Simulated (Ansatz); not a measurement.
# Heat carried by phonons in CdS (Greenockite, P6_3mc), part 2 of 3

How well does the lattice of CdS (Greenockite) conduct heat?

Experimental results on record:
- thermal conductivity 16 W/m/K near room temperature (given in “Combining the AFLOW GIBBS and Elastic Libraries to efficiently and robustly screen thermo-mechanical properties of solids”, 2017, arXiv:1611.05714)

Ansatz 0.2.0; DFT LDA, scalar-relativistic, plane waves, PAW.

So far. Step 2 (A first coarse run): The start is under -3.1 GPa at this level and looks like an insulator or semiconductor on this mesh. Step 4 (Relaxing to small residual forces and stress): The residual pressure is 0.0021 GPa, small enough for phonons. The relaxed cell has a = 4.074, c = 6.638 Å (conventional setting).

The database entry behind the starting cell differs from later determinations by our own check (about 0.35 % long), so it need not match the best structure at ambient conditions.

### 5. Anharmonic force constants and conductivity

Pairs of atoms inside the cutoff are displaced in a supercell, the forces give the cubic constants, and these give the three-phonon rates of the Boltzmann equation.

input.yaml reads:

```yaml
crystal:
  lattice:
    - [4.0735341913, 0.0, 0.0]
    - [-2.0367670957, 3.5277840929, 0.0]
    - [0.0, 0.0, 6.6382535336]
  atoms:
    - { symbol: Cd, position: [0.3333333333, 0.6666666667, -0.0005357139] }
    - { symbol: Cd, position: [0.6666666667, 0.3333333333, 0.4994642861] }
    - { symbol: S, position: [0.3333333333, 0.6666666667, 0.3755357139] }
    - { symbol: S, position: [0.6666666667, 0.3333333333, 0.8755357139] }
kpoints:
  mp_grid: { grid: [6, 6, 4] }
hamiltonian:
  xc: lda
scf:
  occupations: { method: fixed }
output:
  eigenvalues: true
phonons:
  method: fd
  dielectric: true
  supercell: [3, 3, 2]
  temperatures: { t_max: 1000, t_step: 50 }
  qpath:
    path:
      - [[0.0, 0.0, 0.0], [0.5, 0.0, 0.0], [0.33333333, 0.33333333, 0.0], [0.0, 0.0, 0.0], [0.0, 0.0, 0.5], [0.5, 0.0, 0.5], [0.33333333, 0.33333333, 0.5], [0.0, 0.0, 0.5]]
      - [[0.5, 0.0, 0.5], [0.5, 0.0, 0.0]]
      - [[0.33333333, 0.33333333, 0.0], [0.33333333, 0.33333333, 0.5]]
    npoints: 10
  third_order: { supercell: [3, 3, 2], pair_cutoff: 4.928 }
  lattice_thermal_conductivity:
    qmesh: [15, 15, 7]
    temperatures: [100.0, 150.0, 200.0, 300.0, 400.0, 500.0, 600.0, 800.0]
    isotope_mass_variance:
      - { species: Cd, variance: 0.0002716 }
      - { species: S, variance: 0.0001651 }
```

Launch:

```console
ansatz run input.yaml --threads 18 --pin off --max-ram 92160MiB --backend cuda --events-out ev --progress --plain --runs-dir out
```

Numbers of over 12 decimals in the logs are rounded to 6 here.

The program printed:

```text
Warning: phonons: the dynamical matrix that this run interpolates holds no multipole term above the dipole-dipole one, and a site of this crystal is no centre of inversion, so its interpolated transverse optical and acoustic branches and sound speeds can stay off near Gamma, and the density of states and the thermodynamics with them. What a run solves at a wave vector of phonons.qpoints, Gamma apart, where the deck admits one, is free of this, and under fd what a larger phonons.supercell samples
Warning: phonons.dielectric: true without phonons.rigid_motions: the static dielectric tensor ε⁰ will be withheld (ε∞, Z* and the rows of modes are given); for a crystal or a slab, whose only rigid motions are the translations, set phonons.rigid_motions: translations
[...]
Crystal: 72 atoms, lattice volume = 1717.116 Å³
Basis set: ecut = 420 eV, 33567 PW (Γ)
Bands: 562, of which v1, the nominal top of the filled ones, is band 468 counted from 1 (467 counted from 0)
Symmetry: 216 space group operations
k-points: 4 of 8
[...]
SCF iter   1: F=—  HF=-323591.237710 eV  |F-HF|=—  |Δ(HF+E_count)|=         —  Δρ=1.43e-8  dr2=3.40e-12  ethr=1.00e-12  ⟨swp⟩=3.0  Hψ=5550  notcnv=0
[...]
SCF iter   2: F=-323591.237710 eV  HF=-323591.237710 eV  |F-HF|=5.82e-11  |Δ(HF+E_count)|=    0.00e0  Δρ=6.43e-9  dr2=9.76e-13  ethr=1.00e-12  ⟨swp⟩=2.0  Hψ=4136  notcnv=0
SCF 1 converged in 2 iterations: F = -323591.237710 eV  dr2 = 9.76e-13
[...]
Crystal: 4 atoms, lattice volume = 95.395 Å³
Basis set: ecut = 420 eV, 1811 PW (Γ), exchange–correlation on 60×60×96 points (8 copies of the dense FFT grid, shifted against one another)
Bands: 32, of which v1, the nominal top of the filled ones, is band 26 counted from 1 (25 counted from 0)
Symmetry: 12 space group operations
k-points: 47 of 144 (irreducible under 2 space group operations, time reversal used)
[...]
SCF iter   1: F=—  HF=-17977.289710 eV  |F-HF|=—  |Δ(HF+E_count)|=         —  Δρ=3.98e-7  dr2=8.91e-11  ethr=9.38e-8  ⟨swp⟩=3.0  Hψ=9021  notcnv=0  defer=186
[...]
SCF 2 converged in 3 iterations: F = -17977.290987 eV  dr2 = 1.16e-11
[...]
SCF 1 converged in 4 iterations: F = -17977.279139 eV  dr2 = 4.94e-8
[...]
6.408475    -0.000000     0.000000
        0.000000     6.408475     0.000000
        0.000000    -0.000000     6.515853
  ε⁰ (static dielectric tensor): not given — the deck does not say what the cell's rigid motions are, and on a molecule in a box or a wire the rigid rotations would enter the sum over the modes at Γ. For a crystal or a slab, whose only rigid motions are the translations, set phonons.rigid_motions: translations.
  Born effective charges Z* (e; rows j = field, columns β = displacement):
    site 0:
         2.06330   -0.00000   -0.00000
        -0.00000    2.06330   -0.00000
        -0.00000    0.00000    2.16216
    site 1:
         2.06330   -0.00000    0.00000
        -0.00000    2.06330    0.00000
         0.00000    0.00000    2.16216
    site 2:
        -2.06330    0.00000   -0.00000
         0.00000   -2.06330   -0.00000
        -0.00000    0.00000   -2.16216
    site 3:
        -2.06330    0.00000    0.00000
         0.00000   -2.06330    0.00000
         0.00000   -0.00000   -2.16216
  Z* charge neutrality: 6.561e-3 e pre-enforcement
  solved inside a basis spanned on the 6×6×4 k-mesh, on 10×10×6 k-points transformed towards the longest dipole: ε∞ is read to err by 2.6e-2, Z* by 2.3e-2 e; Z* is corrected for what the basis lacks
  optical modes at Γ without the LO–TO term, one row a degenerate level:
      ω (cm⁻¹)  modes    IR ((D/Å)²/amu)
         42.00      2             0.0000
        136.96      1             0.0000
        240.75      1             8.6471
        247.75      2            15.7490
        260.80      2             0.0000
        306.95      1             0.0000
  optical modes at Γ + LO–TO along q̂ = [1.0000, 0.0000, 0.0000]:
      ω (cm⁻¹)  modes    IR ((D/Å)²/amu)
         42.00      2             0.0000
        136.96      1             0.0000
        240.75      1             8.6471
        247.75      1             7.8745
        260.80      2             0.0000
        298.09      1             7.8745
        306.95      1             0.0000
  optical modes at Γ + LO–TO along q̂ = [0.0000, 1.0000, 0.0000]:
      ω (cm⁻¹)  modes    IR ((D/Å)²/amu)
         42.00      2             0.0000
        136.96      1             0.0000
        240.75      1             8.6471
        247.75      1             7.8745
        260.80      2             0.0000
        298.09      1             7.8745
        306.95      1             0.0000
  optical modes at Γ + LO–TO along q̂ = [0.0000, 0.0000, 1.0000]:
      ω (cm⁻¹)  modes    IR ((D/Å)²/amu)
         42.00      2             0.0000
        136.96      1             0.0000
        247.75      2            15.7490
        260.80      2             0.0000
        296.03      1             8.6471
        306.95      1             0.0000
  density of states and harmonic sums: on the 18×18×10 q-mesh, interpolated from the force constants of a 3×3×2 supercell (with the dipole–dipole term)
  largest difference from the sums on the solved wave vectors: F 4.35e-2 eV, S 5.78e-5 and C_V 1.43e-5 eV/K
  zero-point energy: 0.133855 eV/cell   skipped modes (ω ≤ 0): 3   left out of the sums: 7.72e-5 of the cell's modes: C_V's classical limit lies that fraction below 3 k_B per atom; for a crystal, a wire or a layer, F and S can be off by more, and a phonons.interpolated_qmesh denser along its periods is the remedy for the sampling
--- Third-order force constants: 356 member SCFs in a 3×3×2 supercell (pair cutoff 4.928 Å, amplitude 0.03 Å, SCF threshold 1.00e-9 eV, Σ member SCF iterations 2766) ---
  symmetry images taken by loose's conditions (phonons.symmetry_images: auto; settled by the asymmetry read); asymmetry of the core-correction force 9.6e-8 eV/Å at the most on a site, 4.4e-6 eV/Å summed over every site of the supercell
  sum-rule residual: 1.433e-1 → 2.811e-14 eV/Å³; symmetrization residual: 4.494e-2 eV/Å³; largest sum-rule correction relative to its orbit: 4.634e-1, on the orbit of the block of home site 0 with site 2 of cell (0, 0, -1) and site 2 of cell (0, 0, -1), whose norm before the correction was 1.819e-1 eV/Å³
--- Lattice thermal conductivity: 15×15×7 mesh (108 irreducible points), tetrahedron method ---
  three-phonon and isotope scattering only; four-phonon, boundary and, in a metal, phonon-electron scattering are left out
  each conductivity is what the modes' populations carry and what the coherences between them add
  conductivity (a third of the tensor's trace), W/(m K), in the relaxation-time approximation and from the full solution:
       T (K)   relaxation time   full solution  iterations             ending  least Ritz value
      100.00           47.8119         53.3709           7          converged          6.440e-1
      150.00           30.8863         34.5922           8          converged          6.096e-1
      200.00           22.9978         25.8528           8          converged          5.870e-1
      300.00           15.4512         17.4810           8          converged          5.587e-1
      400.00           11.7275         13.3304           8          converged          5.415e-1
      500.00            9.4815         10.8144           8          converged          5.299e-1
      600.00            7.9715          9.1154           8          converged          5.215e-1
      800.00            6.0626          6.9567           9          converged          5.102e-1
```

The job ended after 5.8 min (1 × NVIDIA GB200 with 18 threads of Arm Neoverse V2, shared host; peak memory 6.3 GiB).

This step gave:

| Property | Result |
| --- | --- |
| lowest frequency on the path | 0 cm⁻¹ |
| zero-point energy | 0.1339 eV/cell |
| point group | 6mm |
| highest frequency | 309.3 cm⁻¹ |
| Debye temperature from the second moment | 388 K |
| κ at 300 K (relaxation time) | 15.45 W/m/K |
| κ at 300 K (full solution) | 17.48 W/m/K |
| dipole term | run |
| mean free path at half of κ | 91.3 nm |
| share of κ above the three lowest branches | 0.288 |
| third-order blocks | 1444 |
| periodic aliases dropped | 168 |
| largest relative sum-rule correction | 0.4634 |
| displaced cells, third order | 356 |

LO-TO term included. The phonon branches at the labelled points (cm⁻¹):

| point | branch 1 | branch 2 | branch 3 | branch 4 | branch 9 | branch 10 | branch 11 | branch 12 |
| --- | --- | --- | --- | --- | --- | --- | --- | --- |
| Γ | 0 | 0 | 0 | 42 | 261 | 261 | 298 | 307 |
| halfway | 31 | 39 | 48 | 75 | 273 | 280 | 298 | 305 |
| M | 43 | 62 | 62 | 68 | 285 | 286 | 300 | 309 |
| halfway | 57 | 63 | 67 | 70 | 280 | 292 | 297 | 308 |
| K | 67 | 67 | 68 | 75 | 289 | 291 | 291 | 309 |
| halfway | 43 | 44 | 56 | 74 | 276 | 282 | 300 | 303 |
| Γ | 0 | 0 | 0 | 42 | 261 | 261 | 298 | 307 |
| halfway | 21 | 21 | 41 | 41 | 259 | 259 | 297 | 305 |
| A | 35 | 35 | 35 | 35 | 254 | 254 | 301 | 301 |
| halfway | 45 | 45 | 55 | 55 | 272 | 272 | 298 | 298 |
| L | 52 | 52 | 54 | 54 | 277 | 277 | 304 | 304 |
| halfway | 47 | 47 | 66 | 66 | 285 | 285 | 302 | 302 |
| H | 44 | 44 | 74 | 74 | 291 | 291 | 300 | 300 |
| halfway | 52 | 52 | 54 | 54 | 275 | 275 | 298 | 298 |
| A | 35 | 35 | 35 | 35 | 254 | 254 | 301 | 301 |
| jump to L | 52 | 52 | 54 | 54 | 277 | 277 | 304 | 304 |
| halfway | 47 | 56 | 60 | 61 | 283 | 283 | 301 | 308 |
| M | 43 | 62 | 62 | 68 | 285 | 286 | 300 | 309 |
| jump to K | 67 | 67 | 68 | 75 | 289 | 291 | 291 | 309 |
| halfway | 56 | 56 | 70 | 75 | 291 | 291 | 292 | 307 |
| H | 44 | 44 | 74 | 74 | 291 | 291 | 300 | 300 |

W/m/K. Kappa, by row:

| T (K) | RTA xx | RTA yy | RTA zz | full xx | full yy | full zz | coherence part xx | coherence part yy | coherence part zz | ending | iterations | least Ritz value |
| --- | --- | --- | --- | --- | --- | --- | --- | --- | --- | --- | --- | --- |
| 100 | 46.27 | 46.27 | 50.9 | 52.79 | 52.79 | 54.53 | 0.02707 | 0.02707 | 0.00525 | converged | 7 | 0.644 |
| 150 | 30.24 | 30.24 | 32.17 | 34.74 | 34.74 | 34.3 | 0.03822 | 0.03822 | 0.009726 | converged | 8 | 0.61 |
| 200 | 22.65 | 22.65 | 23.69 | 26.17 | 26.17 | 25.21 | 0.0446 | 0.0446 | 0.01352 | converged | 8 | 0.587 |
| 300 | 15.3 | 15.3 | 15.75 | 17.85 | 17.85 | 16.75 | 0.05128 | 0.05128 | 0.01965 | converged | 8 | 0.559 |
| 400 | 11.65 | 11.65 | 11.89 | 13.67 | 13.67 | 12.64 | 0.05533 | 0.05533 | 0.02475 | converged | 8 | 0.541 |
| 500 | 9.431 | 9.431 | 9.583 | 11.13 | 11.13 | 10.19 | 0.05859 | 0.05859 | 0.02929 | converged | 8 | 0.53 |
| 600 | 7.938 | 7.938 | 8.039 | 9.399 | 9.399 | 8.548 | 0.06151 | 0.06151 | 0.03344 | converged | 8 | 0.522 |
| 800 | 6.046 | 6.046 | 6.096 | 7.194 | 7.194 | 6.483 | 0.06688 | 0.06688 | 0.04088 | converged | 9 | 0.51 |

Lattice thermal conductivity against temperature:

| temperature (K) | RTA xx (W/m/K) | RTA zz (W/m/K) | full xx (W/m/K) | full zz (W/m/K) |
| --- | --- | --- | --- | --- |
| 100 | 46.3 | 50.9 | 52.8 | 54.5 |
| 150 | 30.2 | 32.2 | 34.7 | 34.3 |
| 200 | 22.6 | 23.7 | 26.2 | 25.2 |
| 300 | 15.3 | 15.8 | 17.9 | 16.8 |
| 400 | 11.7 | 11.9 | 13.7 | 12.6 |
| 500 | 9.43 | 9.58 | 11.1 | 10.2 |
| 600 | 7.94 | 8.04 | 9.40 | 8.55 |
| 800 | 6.05 | 6.10 | 7.19 | 6.48 |

The modes has structure finer than the step of the table below, so its rows give means over 10 cm⁻¹, whole bins alone (the curve runs from -10 to 328 cm⁻¹). Peaks (cm⁻¹: height): Cd 49.6: 0.112, 139.0: 0.0944, 271.0: 0.0224; S 47.5: 0.0202, 271.0: 0.137, 298.7: 0.164.

Phonopy on the run's constants, 17x17x9 mesh, Gaussian sigma 2.4 cm⁻¹. Modes against wavenumber; means over each step; values in 1/cm⁻¹/cell:

| wavenumber (cm⁻¹) | Cd | S |
| --- | --- | --- |
| 0 | 1.4e-4 | 3.9e-5 |
| 10 | 0.00153 | 4.2e-4 |
| 20 | 0.00547 | 0.00145 |
| 30 | 0.0149 | 0.00363 |
| 40 | 0.0504 | 0.0105 |
| 50 | 0.105 | 0.0188 |
| 60 | 0.0977 | 0.0147 |
| 70 | 0.0674 | 0.00855 |
| 80 | 0.00902 | 0.00132 |
| 90 | 0.00508 | 9.2e-4 |
| 100 | 0.00710 | 0.00112 |
| 110 | 0.0119 | 0.00152 |
| 120 | 0.0210 | 0.00192 |
| 130 | 0.0510 | 0.00255 |
| 140 | 0.0768 | 0.00148 |
| 150 | 0.00614 | 8.0e-5 |
| 160 | 0 | 0 |
| 170 | 0 | 0 |
| 180 | 0 | 0 |
| 190 | 0 | 0 |
| 200 | 0 | 0 |
| 210 | 0 | 0 |
| 220 | 0 | 0 |
| 230 | 2.0e-7 | 2.0e-6 |
| 240 | 3.3e-4 | 0.00124 |
| 250 | 0.00438 | 0.0176 |
| 260 | 0.0123 | 0.0582 |
| 270 | 0.0201 | 0.120 |
| 280 | 0.0117 | 0.102 |
| 290 | 0.00566 | 0.0612 |
| 300 | 0.0118 | 0.133 |
| 310 | 0.00278 | 0.0376 |
| 320 | 7.0e-6 | 1.0e-4 |

Distinct triplets, nearest first. Third order norms, by row:

| sites | side 1 (Å) | side 2 (Å) | side 3 (Å) | norm of the 27 components (eV/Å³) |
| --- | --- | --- | --- | --- |
| Cd-Cd-Cd | 0 | 0 | 0 | 54.07 |
| S-S-S | 0 | 0 | 0 | 58.45 |
| Cd-S-S | 0 | 2.49 | 2.49 | 23.77 |
| Cd-S-Cd | 0 | 2.49 | 2.49 | 23.67 |
| Cd-Cd-S | 0 | 2.5 | 2.5 | 23.06 |
| Cd-S-S | 0 | 2.5 | 2.5 | 23.32 |
| Cd-Cd-S | 2.49 | 2.49 | 4.07 | 0.419 |
| Cd-S-S | 2.49 | 2.49 | 4.07 | 0.683 |
| Cd-Cd-S | 2.49 | 2.5 | 4.07 | 0.429 |
| Cd-S-S | 2.49 | 2.5 | 4.07 | 0.642 |
| Cd-Cd-Cd | 0 | 4.07 | 4.07 | 0.399 |
| Cd-Cd-Cd | 4.07 | 4.07 | 4.07 | 0.061 |
| Cd-Cd-Cd | 4.07 | 4.07 | 4.07 | 0.024 |
| Cd-Cd-Cd | 0 | 4.07 | 4.07 | 0.413 |
| Cd-Cd-Cd | 0 | 4.07 | 4.07 | 0.473 |
| S-S-S | 0 | 4.07 | 4.07 | 1.032 |
| S-S-S | 4.07 | 4.07 | 4.07 | 0.036 |
| S-S-S | 4.07 | 4.07 | 4.07 | 0.146 |
| S-S-S | 4.07 | 4.07 | 4.07 | 0.172 |
| S-S-S | 4.07 | 4.07 | 4.07 | 0.024 |
| S-S-S | 0 | 4.07 | 4.07 | 1.079 |
| S-S-S | 0 | 4.07 | 4.07 | 1.04 |
| Cd-Cd-S | 2.49 | 4.07 | 4.14 | 0.112 |
| Cd-S-S | 2.49 | 4.07 | 4.14 | 0.067 |
| Cd-S-S | 0 | 4.14 | 4.14 | 0.113 |
| Cd-S-Cd | 0 | 4.14 | 4.14 | 0.122 |
| Cd-S-Cd | 2.49 | 4.07 | 4.78 | 0.087 |
| Cd-S-S | 2.49 | 4.07 | 4.78 | 0.078 |
| Cd-Cd-S | 2.5 | 4.07 | 4.78 | 0.078 |
| Cd-S-S | 2.5 | 4.07 | 4.78 | 0.083 |

Born charge (rows field, columns displacement) (e), principal values of the symmetric part by kind of site:

| atom | atoms with these values | low | middle | high | mean |
| --- | --- | --- | --- | --- | --- |
| Cd1 | 2 | 2.06 | 2.06 | 2.16 | 2.10 |
| S3 | 2 | -2.16 | -2.06 | -2.06 | -2.10 |

In full for S3:

```
-2.06  0.00  0.00
 0.00 -2.06  0.00
 0.00  0.00 -2.16
```

RTA, 300 K. Kappa by branch, by row:

| branch (by rank) | mean frequency (THz) | mean rms speed (km/s) | median lifetime (ps) | share of kappa |
| --- | --- | --- | --- | --- |
| 1 | 1.32 | 0.96 | 45 | 0.215 |
| 2 | 1.46 | 1.08 | 48.5 | 0.284 |
| 3 | 1.7 | 0.86 | 39.3 | 0.213 |
| 4 | 1.96 | 0.91 | 26.7 | 0.142 |
| 5 | 3.49 | 1.79 | 6.6 | 0.104 |
| 6 | 4.07 | 0.72 | 7.46 | 0.013 |
| 7 | 7.93 | 0.64 | 3.49 | 0.004 |
| 8 | 8.02 | 0.66 | 3.73 | 0.005 |
| 9 | 8.29 | 0.68 | 6.47 | 0.009 |
| 10 | 8.44 | 0.7 | 8.83 | 0.01 |
| 11 | 8.94 | 0.28 | 2.38 | 0.001 |
| 12 | 9.11 | 0.37 | 2.23 | 0.001 |

Spectral kappa at 300 K against frequency; read off at these points; values in W/m/K/THz:

| frequency (THz) | relaxation time (W/m/K/THz) | full solution (W/m/K/THz) |
| --- | --- | --- |
| 0.10 | 0 | 0 |
| 0.30 | 1.79 | 1.84 |
| 0.50 | 3.50 | 3.71 |
| 0.70 | 8.05 | 8.63 |
| 0.90 | 6.26 | 6.97 |
| 1.10 | 11.7 | 13.5 |
| 1.30 | 7.68 | 9.55 |
| 1.50 | 13.1 | 15.1 |
| 1.90 | 6.46 | 7.23 |
| 2.10 | 2.65 | 2.92 |
| 2.30 | 0.745 | 0.805 |
| 2.50 | 0.490 | 0.517 |
| 2.90 | 0.343 | 0.337 |
| 3.10 | 0.283 | 0.272 |
| 3.30 | 0.519 | 0.535 |
| 3.50 | 0.348 | 0.344 |
| 3.90 | 0.678 | 0.782 |
| 4.10 | 0.597 | 0.718 |
| 4.30 | 0.141 | 0.159 |
| 4.50 | 0 | 0 |
| 4.90 | 0 | 0 |
| 5.10 | 0 | 0 |
| 5.30 | 0 | 0 |
| 5.50 | 0 | 0 |
| 5.90 | 0 | 0 |
| 6.10 | 0 | 0 |
| 6.30 | 0 | 0 |
| 6.50 | 0 | 0 |
| 6.90 | 0 | 0 |
| 7.10 | 0 | 0 |
| 7.30 | 7.2e-4 | 3.8e-4 |
| 7.50 | 0.0233 | 0.0282 |
| 7.90 | 0.285 | 0.328 |
| 8.10 | 0.439 | 0.473 |
| 8.30 | 0.485 | 0.527 |
| 8.50 | 0.536 | 0.617 |
| 8.90 | 0.0702 | 0.122 |
| 9.10 | 0.0651 | 0.158 |
| 9.30 | 0.00359 | 0.0134 |

Relaxation-time solution. Share of κ carried by shorter paths against mean free path:

| mean free path (nm) | 100 K | 300 K | 800 K |
| --- | --- | --- | --- |
| 0.464 | 0 | 0 | 0.001 |
| 0.681 | 0 | 0 | 0.003 |
| 1 | 0 | 0.001 | 0.006 |
| 1.47 | 0 | 0.002 | 0.012 |
| 2.15 | 0 | 0.004 | 0.024 |
| 3.16 | 0 | 0.009 | 0.05 |
| 4.64 | 0.001 | 0.019 | 0.087 |
| 6.81 | 0.003 | 0.034 | 0.103 |
| 10 | 0.006 | 0.069 | 0.144 |
| 14.7 | 0.009 | 0.084 | 0.235 |
| 21.5 | 0.016 | 0.108 | 0.363 |
| 31.6 | 0.04 | 0.173 | 0.481 |
| 46.4 | 0.053 | 0.3 | 0.627 |
| 68.1 | 0.083 | 0.411 | 0.743 |
| 100 | 0.162 | 0.539 | 0.804 |
| 147 | 0.264 | 0.674 | 0.876 |
| 215 | 0.343 | 0.744 | 0.934 |
| 316 | 0.426 | 0.852 | 0.951 |
| 464 | 0.503 | 0.877 | 1 |
| 681 | 0.628 | 0.931 | 1 |
| 1000 | 0.755 | 0.946 | 1 |
| 1470 | 0.819 | 1 | 1 |
| 2150 | 0.9 | 1 | 1 |
| 3160 | 0.91 | 1 | 1 |
| 4640 | 0.952 | 1 | 1 |
| 6810 | 1 | 1 | 1 |

[end of part 2 of 3]

[Logs are printed without paths, hosts, clocks, repeated set-up lines and the standing remarks that a program may print on its own settings, such as how far it seeks lower states.]

[Hosts, paths, dates, database ids (printed as entryN), source tags and the programs' standing remarks are cut or masked in the printed files.]

[A step with changed settings may run another functional than the one named; its input shows which.]
